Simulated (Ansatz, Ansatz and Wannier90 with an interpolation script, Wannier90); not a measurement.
# BiOBr (P4/nmm): quasiparticle bands by Wannier interpolation, part 3 of 3

G0W0 gives levels on a mesh alone; what do the bands of BiOBr (P4/nmm) look like between the points?

Ansatz 0.2.0; LDA, Wannier functions and G0W0, plane waves, PAW. Known limits of the many-body steps: not at the basis limit; no spin-orbit coupling; coarse k mesh.

So far. Step 4 (Wannier functions by Wannier90 (Bi:6p Br:4p O:2p) on …): Near the gap the model misses directly solved bands by 0.6 meV r.m.s. and by 8 meV at most in the window tested. This tests the starting bands, not the corrections carried with them. Step 5 (G0W0 at every point of the mesh: 4×4×2 mesh, 516 empty …): The gap on the mesh goes from 2.16 eV to 3.20 eV, a correction of +1.04 eV.

The database entry behind the starting cell differs from later determinations by our own check (0.1 to 0.3 % short, probably kX units), so it need not match the best structure at ambient conditions.

## (6) Interpolating the corrections

A script adds the corrections, carried to the Wannier functions and back, to the LDA levels, along the path and on a 13×13×9 mesh.

| Item | Value |
| --- | --- |
| G0W0 gap over the zone | 3.016 eV |
| conduction bottom at | Z |
| starting gap over the zone | 2.039 eV |
| least direct G0W0 gap | 3.428 eV |
| G0W0 gap on the mesh | 3.197 eV |
| valence width, start | 5.238 eV |
| valence width, G0W0 | 5.107 eV |
| gap by a rigid shift | 3.077 eV |

Levels solved directly plus the interpolated quasiparticle correction. Limits: finite bands, cutoff and mesh; no spin-orbit coupling; coarse k mesh. The quasiparticle bands at the labelled points (eV, zero at the valence-band top of each set):

```tsv
point	band 25	band 26	band 27	band 28	band 29	band 30
Γ	-1.02	-1.00	-1.00	-0.91	3.29	4.17
halfway	-0.90	-0.53	-0.53	-0.30	4.97	5.19
X	-0.83	-0.83	-0.19	-0.19	5.36	5.36
halfway	-1.19	-1.19	-1.15	-1.15	5.01	5.01
M	-1.06	-1.06	-0.77	-0.77	4.26	4.26
halfway	-1.04	-0.62	-0.59	-0.52	4.43	5.57
Γ	-1.02	-1.00	-1.00	-0.91	3.29	4.17
halfway	-0.94	-0.84	-0.84	-0.65	3.13	3.81
Z	-0.85	-0.72	-0.72	-0.41	3.02	3.42
halfway	-0.97	-0.71	-0.68	-0.26	4.69	4.98
R	-0.85	-0.85	-0.18	-0.18	5.16	5.16
halfway	-1.17	-1.17	-0.72	-0.72	4.62	4.62
A	-1.46	-1.46	-0.77	-0.77	4.99	4.99
halfway	-1.22	-1.07	-0.52	-0.42	4.03	5.41
Z	-0.85	-0.72	-0.72	-0.41	3.02	3.42
jump to X	-0.83	-0.83	-0.19	-0.19	5.36	5.36
halfway	-0.84	-0.84	-0.19	-0.19	5.26	5.26
R	-0.85	-0.85	-0.18	-0.18	5.16	5.16
jump to M	-1.06	-1.06	-0.77	-0.77	4.26	4.26
halfway	-1.25	-1.25	-0.77	-0.77	4.59	4.59
A	-1.46	-1.46	-0.77	-0.77	4.99	4.99
```

The same for LDA:

```tsv
point	band 25	band 26	band 27	band 28	band 29	band 30
Γ	-1.06	-0.79	-0.79	-0.72	2.23	3.14
X	-0.55	-0.55	-0.16	-0.16	4.22	4.22
M	-1.07	-1.07	-0.80	-0.80	3.23	3.23
Γ	-1.06	-0.79	-0.79	-0.72	2.23	3.14
Z	-0.99	-0.47	-0.47	-0.17	2.04	2.32
R	-0.56	-0.56	-0.12	-0.12	4.04	4.04
A	-1.15	-1.15	-1.07	-1.07	3.93	3.93
Z	-0.99	-0.47	-0.47	-0.17	2.04	2.32
X	-0.55	-0.55	-0.16	-0.16	4.22	4.22
R	-0.56	-0.56	-0.12	-0.12	4.04	4.04
M	-1.07	-1.07	-0.80	-0.80	3.23	3.23
A	-1.15	-1.15	-1.07	-1.07	3.93	3.93
```

Minima of the lowest conduction band, from levels solved directly at the displaced points, plus the interpolated correction; masses are left empty at degenerate points, on flat bands and where the interpolated correction rules the curvature; G0W0 masses are rough. Conduction valleys, by row:

```tsv
point	k (reciprocal lattice)	valleys in the zone	G0W0 level above the valence top (eV)	LDA level above the valence top (eV)	G0W0 principal masses (m_e)	LDA principal masses (m_e)
Z	0.000 0.000 -0.500	1	3.016	2.039	-	-
-	0.309 0.309 -0.500	4	3.785	2.808	0.247 0.356 0.396	0.292 0.431 0.483
M	-0.500 -0.500 0.000	1	4.261	3.23	-	-
```

Second differences of levels solved directly at the displaced points, plus the interpolated correction, at the quasiparticle band edges; no spin-orbit coupling; left empty where the band is flat or the interpolated correction rules the curvature. Effective masses, by row:

```tsv
carrier	point	Cartesian direction	band	LDA mass (m_e)	G0W0 mass (m_e)
hole	0.386 0.000 -0.500	100	28	0.71	0.582
hole	0.386 0.000 -0.500	010	28	0.777	0.567
hole	0.386 0.000 -0.500	110	28	0.741	0.574
hole	0.386 0.000 -0.500	111	28	1.024	0.766
electron	Z	100	29	0.266	0.271
electron	Z	010	29	0.266	0.271
electron	Z	110	29	0.266	0.271
electron	Z	111	29	0.436	0.376
```

The density of states has structure finer than the step of the table below, so its rows give means over 0.5 eV, whole bins alone (the curve runs from -6 to 6 eV). Peaks (eV: height): G0W0 -4.70: 4.11, -3.30: 5.16, -0.90: 10.1, 5.90: 5.55; LDA -4.90: 4.02, -3.20: 4.75, -1.20: 8.50, -0.60: 9.15, 4.70: 5.90.

Wannier model on a dense mesh, Gaussian width 0.15 eV. Limits: finite bands, cutoff and mesh; no spin-orbit coupling; coarse k mesh. Density of states against energy, zero at the valence-band top of each set; means over each step; values in states/eV/cell:

```tsv
energy (eV)	G0W0	LDA
-5.5	0.0240	0.198
-5.0	2.25	3.17
-4.5	3.35	2.81
-4.0	2.23	2.03
-3.5	3.77	3.58
-3.0	4.26	4.08
-2.5	4.00	4.00
-2.0	4.43	4.01
-1.5	7.07	6.02
-1.0	9.37	7.96
-0.5	6.02	7.85
0.0	1.23	2.29
0.5	0.00118	0.00265
1.0	0	0
1.5	0	9.3e-5
2.0	0	0.0488
2.5	1.0e-4	0.252
3.0	0.0436	1.06
3.5	0.227	2.64
4.0	0.876	3.16
4.5	2.34	4.39
5.0	2.72	4.99
5.5	3.41	4.00
```

Corrections by starting level (eV, on the run's own energy scale, so only their differences matter):

```tsv
start	correction
-5.10	−0.32
-4.60	−0.37
-3.36	−0.34
-3.15	−0.48
-2.23	−0.69
-1.83	−0.61
-1.22	−0.20
-0.98	−0.55
-0.85	−0.65
-0.46	−0.42
-0.22	−0.65
-0.04	−0.61
2.16	+0.51
3.12	+0.57
4.16	+0.66
4.85	+0.75
5.26	+0.78
6.34	+0.82
```

## (7) LDA+SOC bands, for comparison

Spin-orbit coupling can split or shift the edges; a non-collinear run measures by how much.

This step: DFT, LDA with spin-orbit coupling, plane waves, PAW.

File input.yaml:

```yaml
crystal:
  lattice:
    - [3.916, 0.0, 0.0]
    - [0.0, 3.916, 0.0]
    - [0.0, 0.0, 8.077]
  atoms:
    - { symbol: Bi, position: [0.0, 0.5, 0.154] }
    - { symbol: Bi, position: [0.5, 0.0, 0.846] }
    - { symbol: Br, position: [0.0, 0.5, 0.653] }
    - { symbol: Br, position: [0.5, 0.0, 0.347] }
    - { symbol: O, position: [0.0, 0.0, 0.0] }
    - { symbol: O, position: [0.5, 0.5, 0.0] }
kpoints:
  mp_grid: { grid: [4, 4, 2] }
  band_path:
    path:
      - [[0.0, 0.0, 0.0], [0.0, 0.5, 0.0], [0.5, 0.5, 0.0], [0.0, 0.0, 0.0], [0.0, 0.0, 0.5], [0.0, 0.5, 0.5], [0.5, 0.5, 0.5], [0.0, 0.0, 0.5]]
      - [[0.0, 0.5, 0.0], [0.0, 0.5, 0.5]]
      - [[0.5, 0.5, 0.0], [0.5, 0.5, 0.5]]
    npoints: 10
hamiltonian:
  xc: lda
scf:
  occupations: { method: fermi_dirac, width: 0.02 }
  n_extra_bands: 12
magnetization:
  noncollinear: true
  spin_orbit: true
output:
  eigenvalues: true
```

Run with:

```bash
$ ansatz run input.yaml --threads 8 --pin off --max-ram 18432MiB --backend cpu --events-out ev --progress --plain --runs-dir out
```

Numbers of over 12 decimals in the logs are rounded to 6 here.

What it wrote:

```text
[...]
non-collinear run that drives no moment, with spin-orbit: no starting moment large enough to seed its density (crystal.atoms[].spin), no starting occupations that ask for one, no magnetisation constraint and no magnetic field, so the semilocal B_xc is pinned to zero
Crystal: 6 atoms, lattice volume = 123.861 Å³
Basis set: ecut = 420 eV, 2419 PW (Γ)
Bands: 68, of which v1, the nominal top of the filled ones, is band 56 counted from 1 (55 counted from 0)
Symmetry: 16 space group operations + 16 with time reversal
[...]
k-points: 12 of 32
Projection manifold: j_resolved (fully-relativistic pseudo-atomic orbitals)
[...]
SCF iter   1: F=—  HF=-30751.864779 eV  |F-HF|=—  |Δ(HF+E_count)|=         —  Δρ=3.34e-2  dr2=1.23e0  dr2_m=0.00e0 (ungated)  ethr=3.10e-3  |M|=0.00e0 ∫|m|=0.00e0 μB  |m|>n=0.0e0 m-floor=0.0e0 τ_xc=0.0e0  β_m=0.30  ⟨swp⟩=7.1  Hψ=1879  notcnv=0
[...]
spin=Noncollinear: Resta preconditioning applied to the charge; magnetization (m_x, m_y, m_z) channels mix plain (no charge-response kernel on spin).
SCF iter   2: F=—  HF=-30751.639909 eV  |F-HF|=—  |Δ(HF+E_count)|=   2.25e-1  Δρ=2.22e-2  dr2=5.01e-1  dr2_m=0.00e0 (ungated)  ethr=2.20e-3  |M|=0.00e0 ∫|m|=0.00e0 μB  |m|>n=0.0e0 m-floor=0.0e0 τ_xc=0.0e0  β_m=0.56  ⟨swp⟩=2.0  Hψ=505  notcnv=0  defer=94
[...]
SCF iter   8: F=-30751.518006 eV  HF=-30751.518006 eV  |F-HF|=2.83e-8  |Δ(HF+E_count)|=   2.38e-7  Δρ=8.46e-6  dr2=8.81e-8  dr2_m=0.00e0 (ungated)  ethr=1.79e-10  |M|=0.00e0 ∫|m|=0.00e0 μB  |m|>n=0.0e0 m-floor=0.0e0 τ_xc=0.0e0  ⟨swp⟩=9.3  Hψ=2010  notcnv=0
SCF 1 converged in 8 iterations: F = -30751.518006 eV  dr2 = 8.81e-8
[...]
SCF converged after 8 iterations
Magnetization: |M| = 0.0000 μB,  M = (+0.0000, +0.0000, +0.0000) μB
Absolute magnetization: 0.0000 μB (∫|m|)
  site 0: m = (+0.0000, +0.0000, +0.0000) μB, |m| = 0.0000 μB  (R = 0.96 Å)
  site 1: m = (+0.0000, +0.0000, +0.0000) μB, |m| = 0.0000 μB  (R = 0.96 Å)
  site 2: m = (+0.0000, +0.0000, +0.0000) μB, |m| = 0.0000 μB  (R = 1.31 Å)
  site 3: m = (+0.0000, +0.0000, +0.0000) μB, |m| = 0.0000 μB  (R = 1.31 Å)
  site 4: m = (+0.0000, +0.0000, +0.0000) μB, |m| = 0.0000 μB  (R = 0.96 Å)
  site 5: m = (+0.0000, +0.0000, +0.0000) μB, |m| = 0.0000 μB  (R = 0.96 Å)
Free energy (F): -30751.518006 eV
[...]
Internal energy: -30751.518006 eV  (E = F + TS)
E sigma→0 (E₀):  -30751.518006 eV
Fermi energy:    8.123830 eV
[...]
--- Band table (eV; the first three rows and the last of 12) ---
  k-point 0: bands = [... 52 lower, 6.6619, 6.6619, 6.7065, 6.7065, 9.1843, 9.1843, 9.6602, 9.6602, ... 8 higher]
  k-point 1: bands = [... 52 lower, 6.9620, 6.9620, 7.1943, 7.1943, 9.0262, 9.0262, 9.0588, 9.0588, ... 8 higher]
  k-point 2: bands = [... 52 lower, 6.9718, 6.9718, 7.1711, 7.1711, 9.9914, 9.9914, 10.5147, 10.5147, ... 8 higher]
  k-point 11: bands = [... 52 lower, 6.1444, 6.1444, 6.1444, 6.1444, 10.6507, 10.6507, 10.6507, 10.6507, ... 8 higher]
```

It took 18 s on 8 threads of Arm Neoverse V2, shared host; peak memory 1.5 GiB.

This step gave:

```yaml
filled_bands: 56
gap: 1.692 eV
valence_top_at: k = (0.000, 0.400, 0.500)
conduction_bottom_at: k = (0.000, 0.000, 0.400)
least_direct_gap: 1.825 eV
```

The gap stands −0.34 eV against LDA.

Electronic bands along the path, in eV, zero at the top of the highest nominally filled band:

```tsv
point	band 53	band 54	band 55	band 56	band 57	band 58	band 59	band 60
Γ	-0.64	-0.64	-0.60	-0.60	1.88	1.88	2.36	2.36
halfway	-0.33	-0.33	-0.13	-0.13	2.69	2.69	3.21	3.21
X	-0.16	-0.16	-0.16	-0.16	3.28	3.28	3.28	3.28
halfway	-0.91	-0.91	-0.90	-0.90	2.99	2.99	3.61	3.61
M	-0.81	-0.81	-0.81	-0.81	2.81	2.81	2.81	2.81
halfway	-0.42	-0.42	-0.33	-0.33	2.57	2.57	3.70	3.70
Γ	-0.64	-0.64	-0.60	-0.60	1.88	1.88	2.36	2.36
halfway	-0.46	-0.46	-0.35	-0.35	1.75	1.75	2.12	2.12
Z	-0.34	-0.34	-0.11	-0.11	1.72	1.72	1.76	1.76
halfway	-0.38	-0.38	-0.23	-0.23	2.79	2.79	3.04	3.04
R	-0.12	-0.12	-0.12	-0.12	3.20	3.20	3.20	3.20
halfway	-0.61	-0.61	-0.47	-0.47	2.77	2.77	3.40	3.40
A	-1.16	-1.16	-1.16	-1.16	3.35	3.35	3.35	3.35
halfway	-0.40	-0.40	-0.29	-0.29	2.34	2.34	3.88	3.88
Z	-0.34	-0.34	-0.11	-0.11	1.72	1.72	1.76	1.76
jump to X	-0.16	-0.16	-0.16	-0.16	3.28	3.28	3.28	3.28
halfway	-0.14	-0.14	-0.14	-0.14	3.24	3.24	3.24	3.24
R	-0.12	-0.12	-0.12	-0.12	3.20	3.20	3.20	3.20
jump to M	-0.81	-0.81	-0.81	-0.81	2.81	2.81	2.81	2.81
halfway	-0.98	-0.98	-0.98	-0.98	3.07	3.07	3.07	3.07
A	-1.16	-1.16	-1.16	-1.16	3.35	3.35	3.35	3.35
```

## (8) What came out

| Item | Value |
| --- | --- |
| LDA gap | 2.04 eV |
| G0W0 gap over the zone | 3.02 eV, indirect |
| least direct G0W0 gap, in the model | 3.43 eV |
| with the spin-orbit change | 2.67 eV |
| GW settings | 4×4×2 mesh, 516 empty bands, screening to 150 eV |
| known limits | not at the basis limit; no spin-orbit coupling; coarse k mesh |

What this shows: The Wannier model follows the LDA bands to under 1 meV r.m.s. near the gap. The G0W0 gap over the zone is 3.02 eV, indirect, from k = (0.386, 0.000, -0.500) to Z; on the mesh alone it is 3.20 eV, and a rigid shift of the LDA bands would give 3.08 eV. The valence width in the model goes from 5.24 eV to 5.11 eV. At the band edge the lightest electron mass is 0.27 m_e at the start and 0.27 m_e in G0W0; the G0W0 masses rest on corrections from the 4×4×2 mesh alone and are rough. With a spin-orbit change this large the edge states differ, so these masses aren't the crystal's. LDA+SOC gives a gap of 1.69 eV on the same path, a spin-orbit change of −0.34 eV that would bring the G0W0 gap to 2.67 eV. Bands and cutoff are finite, so the gap is not at the basis limit. The miss can reach some tenths of an eV and take either sign; the mesh is an error of its own. Above the frozen window of the model the interpolated levels need not meet the computed ones, even at points of the mesh. The 4×4×2 mesh is coarse for this cell (its supercell is 16 Å along the shortest edge). The RPA ε∞ on it, from the LDA start, is 5.58 and 7.55; such meshes misread the long-range screening, most where the gap is narrow. Where an edge is built on 6p states of lead, bismuth or thallium, scalar-relativistic gaps usually stand too wide, by a few tenths to over one eV.

[Paths, hosts, dates, memory and timing lines, banners, echoed tables and standing remarks are left out of the program output.]

[Logs are printed without paths, hosts, clocks, repeated set-up lines and the standing remarks that a program may print on its own settings, such as how far it seeks lower states.]

[Runs of the session that timed out or met a known fault of the program may be left out.]

[Hosts, paths, dates, database ids (printed as entryN), source tags and the programs' standing remarks are cut or masked in the printed files.]
